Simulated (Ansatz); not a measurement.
# Where V_P puts its levels in the gap of BP (F-43m)

Aim: at which Fermi levels does V_P in BP (F-43m) change its charge? The model is a cell of 64 host atoms with 1 P taken out.

Calculated with Ansatz 0.2.0; place-levels on r2SCAN runs: charge-transition levels and formation energies with image-charge correction and potential alignment at the atomic sites; PAW set soft_1.

### Step 1. The starting structure

The cell holds 63 atoms: 32 B and 31 P. Cell: a = 9.073 Å, b = 9.073 Å, c = 9.073 Å, α = 90.0°, β = 90.0°, γ = 90.0°. It derives from BP (space group F-43m). Nearest the centre at fractional (0.375, 0.375, 0.625): B26 at 1.96 Å, B41 at 1.96 Å, B12 at 1.96 Å, B56 at 1.96 Å, P14 at 3.21 Å, P13 at 3.21 Å, P15 at 3.21 Å, P7 at 3.21 Å.

As a file:

```xyz
63
Lattice="9.0727 0.0000 0.0000 0.0000 0.0000 -9.0727 0.0000 9.0727 0.0000" Properties=species:S:1:pos:R:3 pbc="T T T"
B     0.0000    0.0000    0.0000
B     0.0000    2.2682   -2.2682
B     2.2682    2.2682    0.0000
B     2.2682    0.0000   -2.2682
P     1.1341    1.1341   -1.1341
P     1.1341    3.4023   -3.4023
P     3.4023    3.4023   -1.1341
P     3.4023    1.1341   -3.4023
B     0.0000    4.5364    0.0000
B     0.0000    6.8046   -2.2682
B     2.2682    6.8046    0.0000
B     2.2682    4.5364   -2.2682
P     1.1341    5.6705   -1.1341
P     1.1341    7.9386   -3.4023
P     3.4023    7.9386   -1.1341
B     0.0000    0.0000   -4.5364
B     0.0000    2.2682   -6.8046
B     2.2682    2.2682   -4.5364
B     2.2682    0.0000   -6.8046
P     1.1341    1.1341   -5.6705
P     1.1341    3.4023   -7.9386
P     3.4023    3.4023   -5.6705
P     3.4023    1.1341   -7.9386
B     0.0000    4.5364   -4.5364
B     0.0000    6.8046   -6.8046
B     2.2682    6.8046   -4.5364
B     2.2682    4.5364   -6.8046
P     1.1341    5.6705   -5.6705
P     1.1341    7.9386   -7.9386
P     3.4023    7.9386   -5.6705
P     3.4023    5.6705   -7.9386
B     4.5364    0.0000    0.0000
B     4.5364    2.2682   -2.2682
B     6.8046    2.2682    0.0000
B     6.8046    0.0000   -2.2682
P     5.6705    1.1341   -1.1341
P     5.6705    3.4023   -3.4023
P     7.9386    3.4023   -1.1341
P     7.9386    1.1341   -3.4023
B     4.5364    4.5364    0.0000
B     4.5364    6.8046   -2.2682
B     6.8046    6.8046    0.0000
B     6.8046    4.5364   -2.2682
P     5.6705    5.6705   -1.1341
P     5.6705    7.9386   -3.4023
P     7.9386    7.9386   -1.1341
P     7.9386    5.6705   -3.4023
B     4.5364    0.0000   -4.5364
B     4.5364    2.2682   -6.8046
B     6.8046    2.2682   -4.5364
B     6.8046    0.0000   -6.8046
P     5.6705    1.1341   -5.6705
P     5.6705    3.4023   -7.9386
P     7.9386    3.4023   -5.6705
P     7.9386    1.1341   -7.9386
B     4.5364    4.5364   -4.5364
B     4.5364    6.8046   -6.8046
B     6.8046    6.8046   -4.5364
B     6.8046    4.5364   -6.8046
P     5.6705    5.6705   -5.6705
P     5.6705    7.9386   -7.9386
P     7.9386    7.9386   -5.6705
P     7.9386    5.6705   -7.9386
```

Screening for the image-charge correction: ε∞ = 9.31, ε0 = 9.42, computed on the host (DFPT, PBEsol, on the r2SCAN cell), and a cell off the functional's own equilibrium shifts the ionic part.

The cell's shortest repeat is 9.1 Å.

### Step 2. The runs of each charge state

Levels follow from differences of total energies between charge states, each relaxed by itself.

Each atom starts 0.05 Å or so off its site in a random direction: a symmetric start keeps its symmetry, and would miss off-centre moves and Jahn–Teller distortions. Forces are taken at one point at (¼, ¼, ¼). The cell holds 1 electron more than the neutral one, with a uniform background that keeps it neutral on the whole.

The sampling was tested on the host first: at the k-points planned (1x1x1 shifted 0.25 0.25 0.25) its energy lies 0.000 eV an atom from the dense-mesh value, under the bound of 0.02 eV set for this test; that bounds the host's error, not the defect's.

One of the inputs; charge, spin and start change from state to state.

qm1.relax/input.yaml reads:

```yaml
crystal:
  lattice:
    - [4.53637082, 0.0, 0.0]
    - [0.0, 0.0, -4.53637082]
    - [0.0, 4.53637082, 0.0]
  atoms:
    - { symbol: B, position: [0.0, 0.0, 0.0] }
    - { symbol: B, position: [0.0, 0.5, 0.5] }
    - { symbol: B, position: [0.5, 0.0, 0.5] }
    - { symbol: B, position: [0.5, 0.5, 0.0] }
    - { symbol: P, position: [0.25, 0.25, 0.25] }
    - { symbol: P, position: [0.25, 0.75, 0.75] }
    - { symbol: P, position: [0.75, 0.25, 0.75] }
    - { symbol: P, position: [0.75, 0.75, 0.25] }
  supercell: [2, 2, 2]
  defects: [{ vacancy: 15 }]
total_charge: -1
basis:
  ecutwfc: 500
  xc_grid: 2
hamiltonian:
  xc: r2scan
  pseudopotentials: { kind: paw, azcp: { folder: soft_1 } }
kpoints:
  mp_grid: { grid: [1, 1, 1], shift: [0.25, 0.25, 0.25] }
scf:
  occupations: { method: fixed }
  max_iter: 60
output:
  forces: true
  charged_corrections: { epsilon: 9.31, static_epsilon: 9.42 }
relax:
  f_tol: 0.02
  max_steps: 80
  random_displacement: { amplitude: 0.05, seed: 8444 }
checkpoint:
  write: "../qm1.relax.run"
  compress: false
  write_wavefunctions: true
  write_every: 100000
```

Launch:

```bash
ansatz run input.yaml --threads 4 --pin off --max-ram 7536MiB --backend cpu --events-out ev --progress --plain --runs-dir out
```

The relaxed structure is kept and the sampling changed to a 2×2×2 shifted mesh.

The run of this state that the levels use, under r2SCAN:

qm1.point/input.yaml reads:

```yaml
crystal:
  checkpoint: "../qm1.relax.run"
  host: checkpoint
total_charge: -1
basis:
  ecutwfc: 500
  xc_grid: 2
hamiltonian:
  xc: r2scan
  pseudopotentials: { kind: paw, azcp: { folder: soft_1 } }
kpoints:
  mp_grid: { grid: [2, 2, 2], shift: [0.5, 0.5, 0.5] }
scf:
  occupations: { method: fermi_dirac, width: 0.01 }
  max_iter: 60
output:
  forces: true
  eigenvalues: true
  charged_corrections:
    epsilon: 9.31
    static_epsilon: 9.42
    defect_position: [0.375, 0.375, 0.625]
  eigenstates: { localisation: true }
  populations: true
  band_densities: [{ bands: [v1, v1] }, { bands: [c1, c1] }]
  write_density: true
  write_potential: true
  volumetric_format: npy
checkpoint:
  read: "../qm1.relax.run"
  write: "../qm1.point.run"
  compress: false
  write_wavefunctions: false
  write_every: 100000
```

Relaxations under r2SCAN at one point at (¼, ¼, ¼); times on 4 threads of Arm Neoverse V1, shared host:

```csv
charge,moment (μB),occupations,outcome,steps,largest displacement against the far atoms (Å),time
−1,0,fixed,converged,7,0.15,1.7 min
0,1,fixed,converged,5,0.19,3.4 min
+1,0,fixed,converged,5,0.22,63 s
+2,1,fixed,converged,8,0.34,3.8 min
+3,0,fixed,converged,12,0.39,2.1 min
−1,2,fixed,converged,5,0.17,2.6 min
+3,2,fixed,converged,11,0.34,5.7 min
```

Single points under r2SCAN at a 2×2×2 shifted mesh; times on 4 threads of Arm Neoverse V1, shared host:

| charge | moment (μB) | occupations | outcome | time |
| --- | --- | --- | --- | --- |
| −1 | 0 | fermi-dirac | converged | 75 s |
| 0 | 1 | fermi-dirac | converged | 3.6 min |
| +1 | 0 | fermi-dirac | converged | 70 s |
| +2 | 1 | fermi-dirac | converged | 3.2 min |
| +3 | 0 | fermi-dirac | converged | 62 s |
| −1 | 2 | fermi-dirac | converged | 3.1 min |
| +3 | 2 | fermi-dirac | converged | 3.7 min |

Distances (Å) from the ideal centre to the nearest atoms after relaxation with r2SCAN:

| charge | moment (μB) | 1. | 2. | 3. | 4. | 5. | 6. |
| --- | --- | --- | --- | --- | --- | --- | --- |
| −1 | 0 | B 2.03 | B 2.10 | B 2.11 | B 2.11 | P 3.16 | P 3.16 |
| −1 | 2 | B 2.04 | B 2.10 | B 2.11 | B 2.13 | P 3.17 | P 3.17 |
| 0 | 1 | B 2.08 | B 2.09 | B 2.09 | B 2.15 | P 3.17 | P 3.17 |
| +1 | 0 | B 2.10 | B 2.11 | B 2.11 | B 2.18 | P 3.18 | P 3.18 |
| +2 | 1 | B 2.23 | B 2.24 | B 2.24 | B 2.31 | P 3.20 | P 3.20 |
| +3 | 0 | B 2.34 | B 2.35 | B 2.35 | B 2.36 | P 3.22 | P 3.22 |
| +3 | 2 | B 2.22 | B 2.23 | B 2.23 | B 2.31 | P 3.20 | P 3.21 |

[end of part 1 of 2]

[Logs are printed without paths, hosts, clocks, repeated set-up lines and the standing remarks that a program may print on its own settings, such as how far it seeks lower states.]

[Hosts, paths, dates, database ids (printed as entryN), source tags and the programs' standing remarks are cut or masked in the printed files.]

[Where a table of states has a column of steps, it counts the stored structures, which are thinned; the runs took as many ionic steps or more.]

[A defect's name tells the site on which it was built; relaxed atoms can leave that site.]

[For some hosts the program warned that the k-mesh of the response run may be too coarse for force constants and the static dielectric constant; such warnings are not shown here.]
